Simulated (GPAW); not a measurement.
# Sc: optical spectrum from first principles

Aim: the dielectric function of Sc, and the optical constants that follow from it.

Method: DFT, PBE, plane-wave PAW (GPAW data sets), scalar-relativistic, RPA, optical limit, in GPAW 26.7.0.

### 1. The starting structure

The structure is hexagonal, space group P6_3/mmc (No. 194). Conventional cell: a = 3.309 Å, b = 3.309 Å, c = 5.273 Å, α = 90.00°, β = 90.00°, γ = 120.00°. Nearest to Sc lie 12 Sc at 3.26 to 3.31 Å.

Structure file:

```cif
data_structure
_symmetry_space_group_name_H-M 'P6_3/mmc'
_symmetry_Int_Tables_number 194
_cell_length_a 3.3090
_cell_length_b 3.3090
_cell_length_c 5.2733
_cell_angle_alpha 90.000
_cell_angle_beta 90.000
_cell_angle_gamma 120.000
_cell_volume 50.00
loop_
_atom_site_label
_atom_site_type_symbol
_atom_site_symmetry_multiplicity
_atom_site_Wyckoff_symbol
_atom_site_fract_x
_atom_site_fract_y
_atom_site_fract_z
_atom_site_occupancy
Sc1 Sc 2 c 0.66667 0.33333 0.75000 1
```

### 2. Ground state

First the ground state: is it a metal or has it a gap?

This step: DFT, PBE, plane-wave PAW (GPAW data sets), scalar-relativistic, ground state (GPAW 26.7.0).

gs.py

```python
from ase import Atoms
from ase.dft.bandgap import bandgap
from gpaw import GPAW, PW, FermiDirac

atoms = Atoms(['Sc', 'Sc'],
              cell=[[3.309000000000, 0.000000000000, 0.000000000000],
                    [-1.654500000000, 2.865678061100, 0.000000000000],
                    [0.000000000000, 0.000000000000, 5.273300000000]],
              scaled_positions=[[0.666666666700, 0.333333333300, 0.750000000000],
                                [0.333333333300, 0.666666666700, 0.250000000000]],
              pbc=[True, True, True])
atoms.calc = GPAW(mode=PW(500), xc='PBE', kpts={'size': (9, 9, 4), 'gamma': True},
                  occupations=FermiDirac(0.05), maxiter=150, txt='gs.txt')
print('energy (eV)', atoms.get_potential_energy())
print('Fermi level (eV)', atoms.calc.get_fermi_level())
print('valence electrons', atoms.calc.get_number_of_electrons())
print('gap (eV)', bandgap(atoms.calc, output=None)[0])
print('direct gap (eV)', bandgap(atoms.calc, direct=True, output=None)[0])
atoms.calc.write('gs.gpw')
```

Started as:

```
$ OMP_NUM_THREADS=1 python gs.py
```

Numbers of over 12 decimals in the logs are rounded to 6 here.

The log of the run:

```text
__  _  _
 | _ |_)|_||  |
 |__||  | ||/\| - 26.7.0

Versions:
  Python: 3.12.14
  ASE:    3.29.0
  Numpy:  2.5.5
  Scipy:  1.18.1
  Libxc:  7.0.0

Input parameters:
  mode=PW(ecut=500.0),
  kpts=MonkhorstPack(size=(9, 9, 4), gamma=True),
  maxiter=150,
  occupations=Occupations(name='fermi-dirac', width=0.05, fixmagmom=False),
  xc=XC(name='PBE')

Diagonalizing LCAO Hamiltonian
Converting LCAO to pw mode

           Sc

        Sc

Atoms  # Å, Bohr magnetons
|   | symbol |         x |        y |        z |    initial magnetic moments |
| 0 |     Sc |  1.654500 | 0.955226 | 3.954975 | ( 0.0000,  0.0000,  0.0000) |
| 1 |     Sc | -0.000000 | 1.910452 | 1.318325 | ( 0.0000,  0.0000,  0.0000) |

Unit cell  # Å
| periodic |         x |        y |        z |  lengths |     angles |
|      yes |  3.309000 | 0.000000 | 0.000000 | 3.309000 |  90.000000 |
|      yes | -1.654500 | 2.865678 | 0.000000 | 3.309000 |  90.000000 |
|      yes |  0.000000 | 0.000000 | 5.273300 | 5.273300 | 120.000000 |

Number of symmetries: 12
Symmetry operations  # r_c * U_cc + t_c -> r_c
|    | kind |            matrix            |
|  0 |  σ   |  1, 1, 0,  0,-1, 0,  0, 0, 1 |
|  1 |  S6  |  1, 1, 0, -1, 0, 0,  0, 0,-1 |
|  2 |  E   |  1, 0, 0,  0, 1, 0,  0, 0, 1 |
|  3 |  C2  |  1, 0, 0, -1,-1, 0,  0, 0,-1 |
|  4 |  C2  |  0, 1, 0,  1, 0, 0,  0, 0,-1 |
|  5 |  C3  |  0, 1, 0, -1,-1, 0,  0, 0, 1 |
|  6 |  S6  |  0,-1, 0,  1, 1, 0,  0, 0,-1 |
|  7 |  σ   |  0,-1, 0, -1, 0, 0,  0, 0, 1 |
|  8 |  σ   | -1, 0, 0,  1, 1, 0,  0, 0, 1 |
|  9 |  i   | -1, 0, 0,  0,-1, 0,  0, 0,-1 |
| 10 |  C3  | -1,-1, 0,  1, 0, 0,  0, 0, 1 |
| 11 |  C2  | -1,-1, 0,  0, 1, 0,  0, 0,-1 |

BZ-sampling:
  Number of BZ points: 324
  Number of IBZ points: 43

  Monkhorst-Pack size: [9, 9, 4]
  Monkhorst-Pack shift: [0.0, 0.0, 0.125]

K-points  # in reciprocal-cell coordinates
|     |                                coordinates |     weight |
|   0 | (  0.00000000,   0.00000000,   0.00000000) | 0.00308642 |
|   1 | (  0.00000000,   0.00000000,   0.25000000) | 0.00617284 |
|   2 | (  0.00000000,   0.00000000,   0.50000000) | 0.00308642 |
|   3 | (  0.11111111,   0.00000000,  -0.25000000) | 0.01851852 |
|   4 | (  0.11111111,   0.00000000,   0.00000000) | 0.01851852 |
|   5 | (  0.11111111,   0.00000000,   0.25000000) | 0.01851852 |
|   6 | (  0.11111111,   0.00000000,   0.50000000) | 0.01851852 |
|   7 | (  0.22222222,  -0.11111111,   0.00000000) | 0.01851852 |
|   8 | (  0.22222222,  -0.11111111,   0.25000000) | 0.03703704 |
|   9 | (  0.22222222,  -0.11111111,   0.50000000) | 0.01851852 |
| ... |                                            |            |
|  42 | (  0.44444444,   0.44444444,   0.50000000) | 0.01851852 |

Plane wave coefficients: 1296
Cutoff: 500.0 eV

Spin-components: 1 (collinear spins)
Bands:           18
Projectors:      12
Spin-degeneracy: 2
Datatype:        complex128

Parallelization:
  kpt:    1
  domain: 1
  band:   1

Density:
  Valence electrons: 22.0
  Components: 1
  Grid points: [18 18 28]
  Charge: 0.0  # |e|

Potential:
  Grid points: [18 18 28]

species:
  Sc:
    name:    Scandium
    id:
    Z:       21.0
    valence: 11
    core:    10
    charge:  0.0  # [|e|]
    compensation charges:
      type: gauss
      rc: 0.39  # [Å]
      lmax: 2
    cutoffs:
      filter: 2.14  # [Å]
      core: 1.08  # [Å]
    projectors
    | kind |    occ | energy [eV] | rcut [Å] |
    |   3s |  2.000 |     -55.031 |    1.228 |
    |   4s |  2.000 |      -4.183 |    1.228 |
    |   3p |  6.000 |     -33.625 |    1.281 |
    |   4p |  0.000 |      -1.467 |    1.281 |
    |   3d |  1.000 |      -3.233 |    1.196 |
    |    d |        |      23.979 |    1.196 |

    Using partial waves for Sc as LCAO basis

Reference energy: -41577.766241  # eV

eigensolver:
  PPCG
  Converge bands: occupied
  niter=2

density mixing:
  MSR1-Mixer
  Pratt-step length: 0.05
  Maximum mixing coefficient: 0.75
  Old densities: 10
  SVD Regularization: 0.005
  Good broyden scale: 1.0
  Trust region scale: 1.0
  Backstep threshold: 4.0
  History deletion threshold: 6.0
  Fourier metric: weight=20.0, sigma=0.015

occupation numbers:
  Fermi-Dirac:
    width: 0.0500  # eV

poisson solver:
  ecut: 4000.0  # eV

xc functional:
  name: PBE with 2 nearest neighbor stencil

convergence criteria:
- Maximum [total energy] change in last 3 cyles: 0.0005 eV / valence electron
- Maximum integral of absolute [dens]ity change: 0.0001 electrons / valence electron
- Maximum integral of absolute [eigenst]ate change: 4e-08 eV^2 / valence electron
maximum number of iterations: 150

SCF iterations
|iter     |      energy | eigst |  dens |
|iter:   1||   -9.502817 | +0.39 |       |
|iter:   2||   -9.477454 | -0.48 | -1.37 |
|iter:   3||   -9.330999 | -0.81 | -1.40 |
|iter:   4||   -9.335903 | -1.69 | -2.04 |
|iter:   5||   -9.337937c| -2.67 | -2.31 |
|iter:   6||   -9.337963c| -3.68 | -3.50 |
|iter:   7||   -9.337967c| -4.25 | -3.93 |
|iter:   8||   -9.337967c| -5.12 | -4.68c|
|iter:   9||   -9.337967c| -5.76 | -5.21c|
|iter:  10||   -9.337967c| -6.62 | -5.89c|
|iter:  11||   -9.337967c| -7.19 | -6.23c|
|iter:  12||   -9.337967c| -7.90c| -6.63c|

Converged in 12 steps
SCF loop duration: 25.356 s (2.113 s/step)
Energy contributions relative to reference atoms: (reference = -41577.766241)

Energy contributions:
  Kinetic:          -2.086474
  Coulomb:           2.130323
  Zero:              0.315056
  External:          0.000000
  Xc:               -9.681904
  Entropy:          -0.029935
  Spinorbit:         0.000000
  ----------------------------
  Free energy:      -9.352934
  Extrapolated:     -9.337967

dipole moment: (0.000000, 0.000000, 0.000001)  # |e|*Ang

Fermi level: 5.533
Eigenvalues  # (at kpt = [0.000, 0.000, 0.000])
| band index |      eig [eV] | occ [0-2] |
|          0 |       -43.934 |     2.000 |
|        ... |               |           |
|          2 |       -22.732 |     2.000 |
|          3 |       -22.417 |     2.000 |
|          4 |       -22.417 |     2.000 |
|          5 |       -22.360 |     2.000 |
|          6 |       -22.360 |     2.000 |
|          7 |       -22.337 |     2.000 |
|          8 |         0.432 |     2.000 |
|          9 |         3.886 |     2.000 |
|         10 |         5.939 |     0.001 |
|         11 |         7.135 |     0.000 |
|         12 |         7.135 |     0.000 |
|         13 |         7.253 |     0.000 |
|         14 |         7.542 |     0.000 |
|         15 |         7.542 |     0.000 |
|         16 |         7.908 |     0.000 |
|         17 |         7.908 |     0.000 |

No gap
No difference between direct/indirect transitions

--- standard output ---
energy (eV) -9.337967
Fermi level (eV) 5.533322
valence electrons 22.0
gap (eV) 0.0
direct gap (eV) 0.0
```

Wall time 32 s (1 thread of Intel Xeon at 2.70GHz, shared host); peak memory 0.15 GiB.

Read-outs, printed or worked out from the files:

- energy: -9.338 eV
- Fermi energy: 5.533 eV
- electrons: 22

There are states at the Fermi level within the smearing, so the occupations stay smeared and the carriers get a Drude term.

### 3. Bands for the response

At the fixed density, many empty bands are solved on the mesh of the response, since the spectrum sums over them.

This step: DFT, PBE, plane-wave PAW (GPAW data sets), scalar-relativistic, bands at fixed density (GPAW 26.7.0).

nscf.py

```python
from ase.dft.bandgap import bandgap
from gpaw import GPAW, FermiDirac

calc = GPAW('gs.gpw').fixed_density(kpts={'size': (15, 15, 8), 'gamma': True}, nbands=42, convergence={'bands': 36},
                                    occupations=FermiDirac(0.05), txt='nscf.txt')
print('gap (eV)', bandgap(calc, output=None)[0])
print('direct gap (eV)', bandgap(calc, direct=True, output=None)[0])
print('top band over the Fermi level (eV)', min(calc.get_eigenvalues(kpt=k)[35] for k in range(len(calc.get_ibz_k_points()))) - calc.get_fermi_level())
calc.write('full.gpw', mode='all')
```

Started as:

```
$ OMP_NUM_THREADS=1 python nscf.py
```

The log of the run:

```text
Diagonalizing LCAO Hamiltonian
Converting LCAO to pw mode
convergence criteria:
- Maximum integral of absolute [eigenst]ate change: 4e-08 eV^2 / valence electron
maximum number of iterations: 150

SCF iterations
|iter     |      energy | eigst |  dens |
|iter:   1||             | +3.38 |       |
|iter:   2||             | +2.42 |       |
|iter:   3||             | +1.72 |       |
|iter:   4||             | +1.17 |       |
|iter:   5||             | +0.76 |       |
|iter:   6||             | +0.38 |       |
|iter:   7||             | +0.03 |       |
|iter:   8||             | -0.38 |       |
|iter:   9||             | -0.79 |       |
|iter:  10||             | -1.24 |       |
|iter:  11||             | -1.67 |       |
|iter:  12||             | -2.13 |       |
|iter:  13||             | -2.57 |       |
|iter:  14||             | -3.03 |       |
|iter:  15||             | -3.47 |       |
|iter:  16||             | -3.91 |       |
|iter:  17||             | -4.35 |       |
|iter:  18||             | -4.78 |       |
|iter:  19||             | -5.23 |       |
|iter:  20||             | -5.65 |       |
|iter:  21||             | -6.08 |       |
|iter:  22||             | -6.47 |       |
|iter:  23||             | -6.85 |       |
|iter:  24||             | -7.14 |       |
|iter:  25||             | -7.46c|       |
SCF steps: 25
  __  _  _
 | _ |_)|_||  |
 |__||  | ||/\| - 26.7.0

Versions:
  Python: 3.12.14
  ASE:    3.29.0
  Numpy:  2.5.5
  Scipy:  1.18.1
  Libxc:  7.0.0

Input parameters:
  mode=PW(ecut=500.0),
  convergence={'bands': 36},
  gpts=array([18, 18, 28]),
  kpts=MonkhorstPack(size=(15, 15, 8), gamma=True),
  maxiter=150,
  nbands=42,
  occupations=Occupations(name='fermi-dirac', width=0.05, fixmagmom=False),
  parallel={},
  xc=XC(name='PBE')

--- standard output ---
gap (eV) 0.0
direct gap (eV) 0.0
top band over the Fermi level (eV) 21.148251
```

Elapsed: 7.8 min, on 1 thread; peak memory 0.35 GiB.

### 4. Dielectric function, RPA

Transitions between filled and empty bands, summed over the zone, give the optical response, so mesh, band count and broadening shape it.

The induced potential is part of this response.

This step: DFT, PBE, plane-wave PAW (GPAW data sets), scalar-relativistic, RPA, optical limit (GPAW 26.7.0).

df.py

```python
from gpaw.response.df import DielectricFunction

df = DielectricFunction('full.gpw', frequencies={'type': 'nonlinear', 'domega0': 0.03, 'omega2': 8},
                        ecut=50,
                        eta=0.15,
                        nbands=36,
                        rate=0.05,
                        txt='df.txt')
for direction in ['x', 'z']:
    df.get_dielectric_function(xc='RPA', direction=direction, filename=f'df_{direction}.csv')
```

Started as:

```
$ OMP_NUM_THREADS=1 python df.py
```

The log of the run:

```text
Using integrator: PointIntegrator
NonLinearFrequencyDescriptor(from 0.000 to 76.487 eV, 515 points)
Nonperiodic BCs:  [False False False]
Using integrator: PointIntegrator
NonLinearFrequencyDescriptor(from 0.000 to 76.487 eV, 515 points)
Nonperiodic BCs:  [False False False]
Using integrator: PointIntegrator

Calculating chi0 body with:
    Ground state adapter containing:
    Number of spins: 1
    Number of kpoints: 1800
    Number of irreducible kpoints: 192
    Number of completely occupied states: 8
    Number of partially occupied states: 14

    Linear response parametrization:
    q_c: [0.0, 0.0, 0.0]
    Number of frequency points: 515
    Planewave cutoff: 50.0
    Number of bands: 36
    Number of planewaves: 37
    Broadening (eta): 0.15

Integrating chi0 body.

Symmetries of q_c:
    Direct symmetries (Uq -> q): 12
    Indirect symmetries (TUq -> q): 0
In total 12 allowed symmetries.

192 groups of equivalent kpoints. 89.333333% reduction.

Integral kind: spectral function

Calculating chi0 optical extensions with:
    Ground state adapter containing:
    Number of spins: 1
    Number of kpoints: 1800
    Number of irreducible kpoints: 192
    Number of completely occupied states: 8
    Number of partially occupied states: 14

    Linear response parametrization:
    Number of frequency points: 515
    Planewave cutoff: 50.0
    Number of bands: 36
    Number of planewaves: 37
    Broadening (eta): 0.15
Integrating chi0 head and wings.

Symmetries of q_c:
    Direct symmetries (Uq -> q): 12
    Indirect symmetries (TUq -> q): 0
In total 12 allowed symmetries.

192 groups of equivalent kpoints. 89.333333% reduction.

Integral kind: spectral function wings

Calculating drude chi0 with:
    Number of frequency points:515
    Plasma frequency decay rate: 0.05 eV

    Ground state adapter containing:
    Number of spins: 1
    Number of kpoints: 1800
    Number of irreducible kpoints: 192
    Number of completely occupied states: 8
    Number of partially occupied states: 14

Symmetries of q_c:
    Direct symmetries (Uq -> q): 12
    Indirect symmetries (TUq -> q): 0
In total 12 allowed symmetries.

192 groups of equivalent kpoints. 89.333333% reduction.

Integral kind: intraband
Plasma frequency:
[[2.71-0.j 0.  -0.j 0.  +0.j]
 [0.  -0.j 2.71-0.j 0.  -0.j]
 [0.  +0.j 0.  -0.j 4.37+0.j]]
```

Elapsed: 51 s, on 1 thread; peak memory 0.24 GiB.

Some rows of df_x.csv (energy; Re and Im without local fields; Re and Im with them):

```text
0.000000, 3002.199147, -0.000000, 3001.070053, -0.000000
0.429336, -12.607978, 30.724600, -13.499613, 30.207466
0.878195, 10.201350, 24.080175, 9.541521, 23.135637
1.347938, 4.860396, 23.654285, 5.119235, 22.346340
1.840057, -1.828798, 18.834461, -0.785690, 18.723358
2.356191, -3.948261, 11.653326, -4.067055, 12.045358
2.898142, -3.409135, 7.927624, -3.451765, 7.873476
3.467895, -1.425346, 6.357936, -1.359352, 6.278143
4.067647, -2.700729, 5.657316, -2.644366, 5.727433
4.699832, -0.978961, 2.814001, -0.970282, 2.821157
5.367152, 1.703085, 3.290191, 1.725569, 3.258729
6.072622, -2.934487, 6.128531, -2.821468, 6.409442
6.819608, -0.526733, 2.334868, -0.647715, 2.299232
7.611886, -1.775059, 3.143055, -1.681912, 3.232149
8.453705, -1.602215, 1.797929, -1.610761, 1.922546
9.349861, -1.075584, 0.931943, -1.137664, 1.023115
10.305790, -0.556093, 0.601740, -0.630538, 0.680816
11.327680, -0.222099, 0.396703, -0.309011, 0.467834
12.422601, 0.057147, 0.246142, -0.055068, 0.305310
13.598673, 0.283338, 0.197138, 0.161623, 0.250056
```

(Part 1 of 2 ends here.)

[Machine, clock and banner lines and Python warnings are left out of the logs.]

[Logs are printed without paths, hosts, clocks, repeated set-up lines and the standing remarks that a program may print on its own settings, such as how far it seeks lower states.]

[Hosts, paths, dates, database ids (printed as entryN), source tags and the programs' standing remarks are cut or masked in the printed files.]
